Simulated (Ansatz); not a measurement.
# Amorphous Si: valence band and core levels, part 2 of 2

How wide do site differences make the core lines of amorphous Si?

Ansatz 0.2.0; DFT, LDA, plane-wave PAW, default files, scalar-relativistic.

So far. Step 4 (Dynamics at 300 K): Beyond half the shortest lattice vector, 4.2 Å, g(r) counts periodic images.

### 6. Valence states

First the ground state, then the DOS by atom and shell, which the cross sections turn into spectra.

Input file input.yaml:

```yaml
crystal:
  lattice:
    - [8.4978037057, 0.0, 0.0]
    - [0.0, 8.4978037057, 0.0]
    - [0.0, 0.0, 8.4978037057]
  atoms:
    - { symbol: Si, position: [0.5586549674, 0.3003664806, 0.649352657] }
    - { symbol: Si, position: [0.0388987614, 0.6266933108, 0.5778725861] }
    - { symbol: Si, position: [0.3238989248, 0.0906383277, 0.2648714679] }
    - { symbol: Si, position: [0.7344287362, 0.667897042, 0.0352449205] }
    - { symbol: Si, position: [0.6895595173, 0.8573482728, 0.4104048475] }
    - { symbol: Si, position: [0.7020545715, 1.1334445445, 0.4878712358] }
    - { symbol: Si, position: [0.8557338694, 0.5807741899, 0.373336346] }
    - { symbol: Si, position: [0.5711324777, 1.0894020219, 0.1193204182] }
[... 18 atom lines left out ...]
    - { symbol: Si, position: [0.7518521174, 0.4906087879, 0.6158296164] }
    - { symbol: Si, position: [0.8009974591, 0.9293744364, 0.0940392106] }
    - { symbol: Si, position: [0.852255398, 0.424647246, -0.0231544859] }
    - { symbol: Si, position: [0.4084624294, 0.438964103, 0.0311058637] }
kpoints:
  mp_grid: { grid: [2, 2, 2] }
scf:
  occupations: { method: fermi_dirac, width: 0.03 }
  n_extra_bands: 30
hamiltonian:
  xc: lda
  pseudopotentials: { kind: paw }
output:
  forces: true
  stress: true
  efg: { contact_densities: true }
  dos:
    projected:
      site_lists:
        Si: [0, 1, 2, 3, 4, 5, 6, 7, 8, 9, 10, 11, 12, 13, 14, 15, 16, 17, 18, 19, 20, 21, 22, 23, 24, 25, 26, 27, 28, 29]
    de: 0.05
    e_range: [-30, 12]
    method: { smearing: { sigma: 0.15, scheme: gaussian } }
```

Launch:

```console
> ansatz run input.yaml --threads 8 --pin off --max-ram 40960MiB --backend cuda --events-out ev --progress --plain --runs-dir out
```

The job ended after 3.1 s (1 × NVIDIA GB200 with 8 threads of Arm Neoverse V2, shared host; peak memory 1.3 GiB; 8.2 s of CPU time).

This step gave:

```yaml
smearing_term_ts: 0.02129 eV
pressure: 0.3209 GPa
zero_of_energy: Fermi level
share_of_occupied_states_in_no_projected_shell: 0.0144 of the occupied states in the window
dos_at_the_fermi_level: 7.058 states/eV/cell
```

The DOS has structure finer than the step of the table below, so its rows give means over 0.5 eV, whole bins alone (the curve runs from -14.8 to 3.62 eV). Peaks (eV: height): total -8.47: 11.4, -2.88: 16.5, -2.27: 16.5, -1.27: 15.6, 1.93: 17.7, 2.42: 18.2, 3.33: 19.2; Si 3p -6.47: 5.59, -2.88: 14.1, -2.27: 14.4, -1.27: 13.6, 1.93: 11.5, 2.42: 12.1, 3.33: 12.0; Si 3s -10.28: 5.37, -9.38: 4.70, -8.47: 6.55, -7.88: 5.19, -6.97: 4.28, -6.58: 5.01, -5.38: 3.97.

Table of DOS by E, zero at the Fermi level; means over each step; values in states/eV/cell:

| E (eV) | total | Si 3p | Si 3s |
| --- | --- | --- | --- |
| -13.5 | 3.4e-4 | 2.2e-5 | 3.2e-4 |
| -13.0 | 0.641 | 0.0760 | 0.561 |
| -12.5 | 3.04 | 0.762 | 2.26 |
| -12.0 | 4.93 | 1.49 | 3.42 |
| -11.5 | 3.27 | 1.14 | 2.11 |
| -11.0 | 6.23 | 2.31 | 3.89 |
| -10.5 | 7.66 | 2.93 | 4.68 |
| -10.0 | 6.61 | 2.59 | 3.98 |
| -9.5 | 6.42 | 2.59 | 3.80 |
| -9.0 | 7.18 | 3.00 | 4.14 |
| -8.5 | 10.0 | 4.19 | 5.80 |
| -8.0 | 8.34 | 3.50 | 4.79 |
| -7.5 | 7.76 | 3.48 | 4.22 |
| -7.0 | 7.28 | 3.57 | 3.66 |
| -6.5 | 8.73 | 4.61 | 4.05 |
| -6.0 | 6.86 | 4.09 | 2.72 |
| -5.5 | 8.70 | 5.49 | 3.13 |
| -5.0 | 9.56 | 6.86 | 2.59 |
| -4.5 | 10.7 | 8.19 | 2.43 |
| -4.0 | 12.1 | 9.79 | 2.16 |
| -3.5 | 14.3 | 12.1 | 2.01 |
| -3.0 | 15.9 | 13.6 | 2.05 |
| -2.5 | 13.6 | 11.8 | 1.58 |
| -2.0 | 13.3 | 11.5 | 1.51 |
| -1.5 | 12.9 | 11.3 | 1.35 |
| -1.0 | 14.9 | 12.7 | 1.77 |
| -0.5 | 14.1 | 11.8 | 1.81 |
| 0.0 | 7.56 | 6.07 | 1.13 |
| 0.5 | 8.46 | 6.04 | 1.79 |
| 1.0 | 12.1 | 8.27 | 2.69 |
| 1.5 | 15.0 | 10.0 | 3.14 |
| 2.0 | 16.1 | 10.4 | 3.13 |
| 2.5 | 16.3 | 10.7 | 2.63 |
| 3.0 | 15.3 | 9.74 | 2.37 |

This run's widths, added to any smearing of the DOS itself: Gaussian 0.15 eV, Lorentzian 0.1 eV plus 0.05 an eV of depth. Intensity against binding energy, zero at the Fermi level; values in % of the maximum within 13 eV:

| binding energy (eV) | 21.2 eV | 40.8 eV | 250 eV | 1486.7 eV | 9251.7 eV |
| --- | --- | --- | --- | --- | --- |
| -1 | 2.10 | 2.17 | 2.21 | 2.00 | 1.45 |
| 0 | 32.1 | 32.3 | 32.4 | 26.4 | 17.1 |
| 1 | 95.6 | 95.1 | 94.8 | 73.6 | 44.4 |
| 2 | 87.5 | 86.9 | 86.5 | 66.6 | 39.7 |
| 3 | 99.6 | 99.6 | 99.7 | 79.8 | 50.2 |
| 4 | 77.8 | 79.5 | 80.6 | 71.8 | 51.0 |
| 5 | 60.0 | 63.9 | 66.3 | 69.7 | 57.3 |
| 6 | 45.5 | 51.1 | 54.4 | 67.3 | 61.6 |
| 7 | 45.1 | 52.9 | 57.6 | 79.4 | 76.9 |
| 8 | 47.4 | 57.4 | 63.3 | 92.6 | 92.3 |
| 9 | 41.6 | 51.0 | 56.4 | 83.5 | 83.7 |
| 10 | 35.8 | 45.2 | 50.3 | 76.1 | 76.8 |
| 11 | 24.5 | 38.6 | 43.1 | 66.4 | 67.6 |
| 12 | - | 27.4 | 30.9 | 49.8 | 51.6 |
| 13 | - | 9.70 | 11.0 | 18.3 | 19.2 |
| 14 | - | 2.70 | 3.02 | 4.73 | 4.85 |

Maxima picked by a test of local sharpness, so broad peaks and shoulders can be missing; peaks within 0.45 eV of a curve's cut are left out. Valence peaks, by row, the first 40 of 46 rows:

| photon energy (eV) | binding energy (eV) | height (% of the maximum within 13 eV) | main shell | its share (%) |
| --- | --- | --- | --- | --- |
| 21.2 | 10.25 | 37.13 | Si 3s | 52.42 |
| 21.2 | 8.4 | 50.4 | Si 3p | 50.82 |
| 21.2 | 6.5 | 49.65 | Si 3p | 61.87 |
| 21.2 | 2.95 | 100 | Si 3p | 89.68 |
| 21.2 | 2.25 | 95.92 | Si 3p | 91.03 |
| 21.2 | 1.2 | 96.23 | Si 3p | 91.29 |
| 21.2 | 0.5 | 90.89 | Si 3p | 89.93 |
| 40.8 | 10.3 | 47.55 | Si 3s | 63.73 |
| 40.8 | 8.4 | 61.28 | Si 3s | 60.36 |
| 40.8 | 6.55 | 57.27 | Si 3p | 50.21 |
| 40.8 | 5.25 | 63.41 | Si 3p | 64.83 |
| 40.8 | 2.95 | 100 | Si 3p | 84.67 |
| 40.8 | 2.25 | 95.22 | Si 3p | 86.58 |
| 40.8 | 1.2 | 95.39 | Si 3p | 86.95 |
| 40.8 | 1 | 95.17 | Si 3p | 86 |
| 40.8 | 0.5 | 90.75 | Si 3p | 85.04 |
| 250 | 10.3 | 52.95 | Si 3s | 68.6 |
| 250 | 8.4 | 67.76 | Si 3s | 65.44 |
| 250 | 6.55 | 61.9 | Si 3s | 55.22 |
| 250 | 5.25 | 66.37 | Si 3p | 59.72 |
| 250 | 2.95 | 100 | Si 3p | 81.63 |
| 250 | 2.25 | 94.79 | Si 3p | 83.84 |
| 250 | 1.2 | 94.88 | Si 3p | 84.27 |
| 250 | 1 | 94.87 | Si 3p | 83.16 |
| 250 | 0.5 | 90.67 | Si 3p | 82.05 |
| 1487 | 11.9 | 50.32 | Si 3s | 91.4 |
| 1487 | 10.3 | 80.56 | Si 3s | 88.97 |
| 1487 | 8.4 | 100 | Si 3s | 87.48 |
| 1487 | 6.6 | 82.31 | Si 3s | 82.28 |
| 1487 | 5.35 | 74.79 | Si 3s | 72.74 |
| 1487 | 4.75 | 71.87 | Si 3s | 64.64 |
| 1487 | 3 | 79.96 | Si 3p | 54.4 |
| 1487 | 2.25 | 72.7 | Si 3p | 58.44 |
| 1487 | 0.95 | 73.9 | Si 3p | 56.82 |
| 1487 | 0.5 | 71.88 | Si 3p | 55.33 |
| 9252 | 11.9 | 52.07 | Si 3s | 98.13 |
| 9252 | 10.3 | 81.62 | Si 3s | 97.55 |
| 9252 | 8.4 | 100 | Si 3s | 97.19 |
| 9252 | 6.6 | 78.52 | Si 3s | 95.83 |
| 9252 | 5.35 | 65.01 | Si 3s | 92.95 |

Shapes are the site's partial DOS without matrix elements, which overweights lines from ligand s bands. The intensity by emission energy less the core level's binding energy, zero at the Fermi level; read off at these points; values in % of the unpolarised maximum:

| emission energy less the core level's binding energy (eV) | Si K-beta | Si K-beta, E along x | Si K-beta, E along y | Si K-beta, E along z | Si L2,3 |
| --- | --- | --- | --- | --- | --- |
| -14.50 | 1.56 | 1.59 | 1.55 | 1.55 | 2.94 |
| -14.00 | 2.03 | 2.07 | 2.00 | 2.01 | 4.43 |
| -13.50 | 2.88 | 2.95 | 2.83 | 2.86 | 8.22 |
| -13.00 | 4.63 | 4.73 | 4.55 | 4.60 | 19.8 |
| -12.50 | 7.60 | 7.58 | 7.67 | 7.54 | 39.1 |
| -12.00 | 10.7 | 10.7 | 10.8 | 10.6 | 51.9 |
| -11.50 | 13.4 | 13.7 | 13.5 | 13.1 | 54.2 |
| -11.00 | 17.4 | 18.1 | 17.6 | 16.5 | 68.8 |
| -10.50 | 20.8 | 21.7 | 21.0 | 19.6 | 81.2 |
| -10.00 | 22.1 | 23.2 | 21.8 | 21.1 | 78.5 |
| -9.50 | 23.5 | 24.4 | 23.3 | 22.8 | 77.0 |
| -9.00 | 26.6 | 26.7 | 26.9 | 26.2 | 85.8 |
| -8.50 | 29.8 | 28.9 | 30.0 | 30.5 | 99.1 |
| -8.00 | 30.8 | 30.7 | 29.9 | 31.7 | 94.4 |
| -7.50 | 31.5 | 33.3 | 29.7 | 31.3 | 84.3 |
| -7.00 | 33.7 | 36.0 | 32.0 | 33.0 | 77.5 |
| -6.50 | 37.3 | 37.7 | 37.0 | 37.1 | 74.8 |
| -6.00 | 40.6 | 39.8 | 41.3 | 40.7 | 61.3 |
| -5.50 | 48.0 | 48.0 | 48.9 | 47.0 | 60.8 |
| -5.00 | 58.0 | 59.0 | 58.8 | 56.1 | 55.6 |
| -4.50 | 68.0 | 68.9 | 66.9 | 68.3 | 49.9 |
| -4.00 | 80.3 | 79.6 | 77.7 | 83.6 | 45.3 |
| -3.50 | 93.3 | 93.8 | 90.5 | 95.5 | 42.6 |
| -3.00 | 99.9 | 100 | 99.2 | 100.0 | 41.0 |
| -2.88 | 99.9 | 101 | 99.6 | 99.7 | 39.9 |
| -2.50 | 98.2 | 99.3 | 96.6 | 98.6 | 34.8 |
| -2.00 | 94.6 | 91.5 | 93.5 | 98.5 | 31.6 |
| -1.50 | 93.9 | 85.8 | 95.4 | 100 | 29.7 |
| -1.18 | 96.2 | 88.5 | 96.5 | 104 | 34.2 |
| -1.00 | 95.5 | 89.4 | 94.0 | 103 | 36.2 |
| -0.50 | 82.5 | 80.5 | 78.1 | 87.7 | 36.4 |
| 0.00 | 44.5 | 43.9 | 40.6 | 45.6 | 15.6 |
| 0.50 | 15.1 | 14.7 | 13.9 | 15.4 | 1.46 |
| 1.00 | 7.34 | 7.16 | 6.97 | 7.59 | 0.824 |

Window up to 3.6 eV. Shell moments, by row:

| element | shell | occupied states an atom | centre of occupied part (eV) | rms width of occupied part (eV) | centre up to the window's top (eV) | rms width up to the window's top (eV) |
| --- | --- | --- | --- | --- | --- | --- |
| Si | 3s | 1.285 | -7.364 | 3.25 | -5.538 | 4.734 |
| Si | 3p | 2.656 | -4.115 | 3.028 | -2.261 | 3.842 |

Shapes are the site's partial DOS without matrix elements, which overweights lines from ligand s bands. Emission peaks, by row:

| line | energy (eV) | height (%) |
| --- | --- | --- |
| Si K-beta | -2.95 | 100 |
| Si K-beta | -1.15 | 96.28 |
| Si K-beta, E along x | -2.9 | 100.5 |
| Si K-beta, E along x | -1 | 89.43 |
| Si K-beta, E along y | -2.9 | 99.6 |
| Si K-beta, E along y | -1.3 | 96.85 |
| Si K-beta, E along z | -3 | 100 |
| Si K-beta, E along z | -2.2 | 99.13 |
| Si K-beta, E along z | -1.15 | 103.6 |
| Si L2,3 | -10.35 | 82.31 |
| Si L2,3 | -8.4 | 100 |
| Si L2,3 | -5.45 | 61.01 |
| Si L2,3 | -0.7 | 37.36 |

Broadened DOS, unweighted empty DOS against E, zero at the Fermi level; read off at these points:

| E (eV) | broadened DOS, unweighted empty DOS (states/eV/cell) |
| --- | --- |
| -0.93 | 8.8e-5 |
| -0.82 | 5.8e-4 |
| -0.62 | 0.0144 |
| -0.53 | 0.0534 |
| -0.33 | 0.422 |
| -0.23 | 0.909 |
| -0.12 | 1.67 |
| -0.03 | 2.65 |
| 0.07 | 3.76 |
| 0.17 | 4.91 |
| 0.28 | 6.04 |
| 0.47 | 8.20 |
| 0.57 | 9.15 |
| 0.78 | 10.8 |
| 0.88 | 11.4 |
| 0.97 | 12.0 |
| 1.18 | 13.0 |
| 1.27 | 13.5 |
| 1.38 | 14.2 |
| 1.57 | 15.4 |
| 1.68 | 15.8 |
| 1.88 | 16.2 |
| 1.98 | 16.2 |
| 2.08 | 16.1 |
| 2.27 | 16.1 |
| 2.38 | 16.2 |
| 2.48 | 16.1 |
| 2.67 | 15.6 |
| 2.77 | 15.3 |
| 2.98 | 15.4 |
| 3.08 | 16.0 |

The spectra weight each projected shell by its atomic cross section (Dirac–Hartree–Slater) and angular factor, for unpolarised light with the analyser at 45° from the beam. Broadening, on top of any smearing of the DOS itself: a Gaussian of 0.15 eV and a Lorentzian of 0.1 eV plus 0.05 times the binding energy (full widths), Fermi edge at 300 K. Curves are cut 10 eV under the photon energy, above any shell that the free atom's threshold puts out of reach, or at the lower edge of the window: 11.2 eV at 21.2 eV, 14.8 eV at 40.8 eV, 14.8 eV at 250 eV, 14.8 eV at 1486.7 eV and 14.8 eV at 9251.7 eV. Dipole terms alone, which is rough above 3 keV; no background, satellites or final-state effects.

Share of each shell in the spectrum's area (%), by photon energy:

| shell | 21.2 eV | 40.8 eV | 250 eV | 1486.7 eV | 9251.7 eV |
| --- | --- | --- | --- | --- | --- |
| Si 3s | 24.0 | 35.3 | 40.5 | 71.5 | 92.5 |
| Si 3p | 76.0 | 64.7 | 59.5 | 28.5 | 7.5 |

Cross sections used, in Mb an electron:

| shell | 21.2 eV | 40.8 eV | 250 eV | 1486.7 eV | 9251.7 eV |
| --- | --- | --- | --- | --- | --- |
| Si 3s | 0.13 | 0.19 | 0.018 | 5.3e-4 | 4.8e-6 |
| Si 3p | 0.15 | 0.14 | 0.012 | 8.8e-5 | 1.4e-7 |

The largest force component on a free atom is 0.038 eV/Å, a little over the usual target of 0.03 eV/Å. At the Fermi level the DOS is 7.06 states/eV a cell, and on the broadened curves Si 3p holds 79 % of the total there.

### 7. Core levels by total-energy differences

XPS shifts tell sites apart. Each chosen atom gets a core hole in a self-consistent pass of its own.

input.yaml: that of step 6 with these lines changed.

```diff
@@ -6,8 +6,8 @@
   atoms:
-    - { symbol: Si, position: [0.5586549674, 0.3003664806, 0.649352657] }
-    - { symbol: Si, position: [0.0388987614, 0.6266933108, 0.5778725861] }
-    - { symbol: Si, position: [0.3238989248, 0.0906383277, 0.2648714679] }
-    - { symbol: Si, position: [0.7344287362, 0.667897042, 0.0352449205] }
-    - { symbol: Si, position: [0.6895595173, 0.8573482728, 0.4104048475] }
-    - { symbol: Si, position: [0.7020545715, 1.1334445445, 0.4878712358] }
+    - { symbol: Si_h, position: [0.5586549674, 0.3003664806, 0.649352657] }
+    - { symbol: Si_h, position: [0.0388987614, 0.6266933108, 0.5778725861] }
+    - { symbol: Si_h, position: [0.3238989248, 0.0906383277, 0.2648714679] }
+    - { symbol: Si_h, position: [0.7344287362, 0.667897042, 0.0352449205] }
+    - { symbol: Si_h, position: [0.6895595173, 0.8573482728, 0.4104048475] }
+    - { symbol: Si_h, position: [0.7020545715, 1.1334445445, 0.4878712358] }
     - { symbol: Si, position: [0.8557338694, 0.5807741899, 0.373336346] }
@@ -40,3 +40,3 @@
   occupations: { method: fermi_dirac, width: 0.03 }
-  n_extra_bands: 30
+  n_extra_bands: 23
 hamiltonian:
@@ -46,10 +46,5 @@
   forces: true
-  stress: true
-  efg: { contact_densities: true }
-  dos:
-    projected:
-      site_lists:
-        Si: [0, 1, 2, 3, 4, 5, 6, 7, 8, 9, 10, 11, 12, 13, 14, 15, 16, 17, 18, 19, 20, 21, 22, 23, 24, 25, 26, 27, 28, 29]
-    de: 0.05
-    e_range: [-30, 12]
-    method: { smearing: { sigma: 0.15, scheme: gaussian } }
+  core_levels:
+    shells: { Si_h: "2p" }
+    counted_from: conduction_bottom
+    add_spin: false
```

It took 4.2 s on 1 × NVIDIA GB200 with 8 threads; peak memory 1.4 GiB.

Each level is the free energy with the hole less that without it. The electron stays in the lowest empty state, so these are excitation energies, not binding energies. The hole's nearest image is 8.5 Å away, and the holes carry no spin, so absolute levels are rough.

| atom | region | shell | level (eV) | shift (eV) | potential at nucleus, shift (V) | j lines (eV) | doubts |
| --- | --- | --- | --- | --- | --- | --- | --- |
| Si1 | - | 2p | 98.69 | -0.04 | +0.04 | 99.10 / 98.49 | - |
| Si2 | - | 2p | 98.81 | +0.08 | +0.08 | 99.22 / 98.61 | - |
| Si3 | - | 2p | 99.31 | +0.58 | +0.96 | 99.72 / 99.11 | - |
| Si4 | - | 2p | 99.02 | +0.29 | +0.39 | 99.43 / 98.82 | - |
| Si5 | - | 2p | 98.70 | -0.03 | +0.22 | 99.11 / 98.50 | - |
| Si6 | - | 2p | 98.73 | +0.00 | +0.00 | 99.14 / 98.53 | - |

Levels of p, d and f shells are means over their two j lines, weighted by degeneracy; the splitting comes from the atom's own solve. Shifts count from the last listed atom of each element. With the electron kept in the cell, its attraction to the hole differs by site and enters these shifts. A higher potential at the nucleus binds core electrons more tightly, so that column is a rough initial-state shift.

The intensity has structure finer than the step of the table below, so its rows give means over 0.2 eV, whole bins alone (the curve runs from 97.0 to 101 eV). Peaks (eV: height): 98.53: 100, 99.13: 76.8.

The Si 2p lines of the listed atoms alone (other atoms of the cell aren't counted), as Gaussians 0.3 eV wide, no depth weighting. Intensity against Si 2p level; means over each step:

Si 2p level (eV), intensity (%) and a bar:
```
     97.8          0 
     98.0          0 
     98.2          7 ###
     98.4         62 ######################
     98.6         87 ##############################
     98.8         46 ################
     99.0         57 ####################
     99.2         64 ######################
     99.4         25 #########
     99.6         14 #####
     99.8         10 ####
    100.0          2 #
    100.2          0 
    100.4          0
```

### 8. Summary of results

* strongest listed peak within 13 eV of the zero, at 1486.7 eV: 8.4 eV binding, mostly Si 3s
* strongest listed peak within 13 eV of the zero, at 21.2 eV: 3.0 eV binding, mostly Si 3p
* spread of the Si level over the listed sites: 0.62 eV

In words: Over the listed sites the core levels spread as follows: Si 0.62 eV. Among the sites run, the most bound Si 2p level is that of Si3, bonded to 4 Si; the least bound, 0.62 eV shallower, that of Si1, bonded to 4 Si. These are excitation energies with the electron kept in the cell, so its attraction to the hole, which differs by site, enters the order. At 21.2 eV the valence spectrum has its highest listed peaks within 10.8 eV at 0.5 eV (Si 3p), 1.2 eV (Si 3p), 2.2 eV (Si 3p), 3.0 eV (Si 3p) and 8.4 eV (Si 3p). At 1486.7 eV the valence spectrum has its highest listed peaks within 13 eV at 3.0 eV (Si 3p), 5.3 eV (Si 3s), 6.6 eV (Si 3s), 8.4 eV (Si 3s) and 10.3 eV (Si 3s). The shell named is the one with most of the intensity, cross sections included, not always the one with most states there. In the main run, from 1486.7 eV towards hard X-rays the Si 3s share grows by 21 points, as its cross section falls more slowly with photon energy than those of the shells it gains on. The dynamics last under a picosecond in a cell of a few dozen atoms, so the model holds more coordination defects than a real glass, and only a few sites got holes. The model has no clear gap, though such a glass is an insulator or semiconductor: dangling, strained and miscoordinated bonds left by the fast quench fill it, and the semilocal gap is too small to begin with.

[Logs are printed without paths, hosts, clocks, repeated set-up lines and the standing remarks that a program may print on its own settings, such as how far it seeks lower states.]

[Hosts, paths, dates, database ids (printed as entryN), source tags and the programs' standing remarks are cut or masked in the printed files.]

[Maps of the electrostatic potential energy from Ansatz leave out the sawtooth potential of an applied field or a dipole correction, so their vacuum need not be flat; work functions include it.]
